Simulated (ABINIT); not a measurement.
Planning a run of ABINIT 10.8.3 on LiH (Fm-3m). The input:

```
acell 3*1.0 Angstrom
rprim 
  -0.000000000000 2.036750000000 2.036750000000
  2.036750000000 -0.000000000000 2.036750000000
  2.036750000000 2.036750000000 -0.000000000000
ntypat 2
znucl 3 1
natom 2
typat 1 2
xred 
  0.000000000000 0.000000000000 0.000000000000
  0.500000000000 0.500000000000 0.500000000000
pp_dirpath "pseudos"
pseudos "Li.upf, H.upf"
ecut 33
ngkpt 8 8 8
nshiftk 1
shiftk 0 0 0
kptopt 1
chksymbreak 0
istwfk *1
occopt 1
irdwfk 1
optdriver 4
nband 144
gwcalctyp 0
ecutsigx 33
symsigma 1
nkptgw 2
kptgw 
  0.5000000000 0.5000000000 0.0000000000
  0.0000000000 0.0000000000 0.0000000000
bdgw 
  1 5
  1 6
ecuteps 11.2
irdscr 1
ppmodel 1
gw_icutcoul 0
indata_prefix "in"
outdata_prefix "out"
tmpdata_prefix "tmp"
```

The database entry behind the starting cell differs from later determinations by our own check (the deuteride, about 0.2 % short), so it need not match the best structure at ambient conditions.

```sh
OMP_NUM_THREADS=1 mpirun -n 4 abinit run.abi > log
```

**Question.** How long will it take on 4 MPI ranks of Intel Xeon 6975P-C (Granite Rapids), shared host, and how much memory?

It took 30 s; on shared hardware allow 15 s to 59 s. Peak host memory was 1.6 GiB.

[Paths, hosts, dates, memory and timing lines, banners, echoed tables and standing remarks are left out of the program output.]

[Logs are printed without paths, hosts, clocks, repeated set-up lines and the standing remarks that a program may print on its own settings, such as how far it seeks lower states.]

[Runs of the session that timed out or met a known fault of the program may be left out.]

[Hosts, paths, dates, database ids (printed as entryN), source tags and the programs' standing remarks are cut or masked in the printed files.]

[G0W0 gaps are taken among the corrected bands and points alone; a level outside them can change the order at an edge.]

[Where Ansatz stands beside ABINIT at settings called matched, ABINIT's density can come from a denser mesh and the files from another edition; pairs whose starting gaps differed by over 0.03 eV were left out, so agreement reads better than it is.]
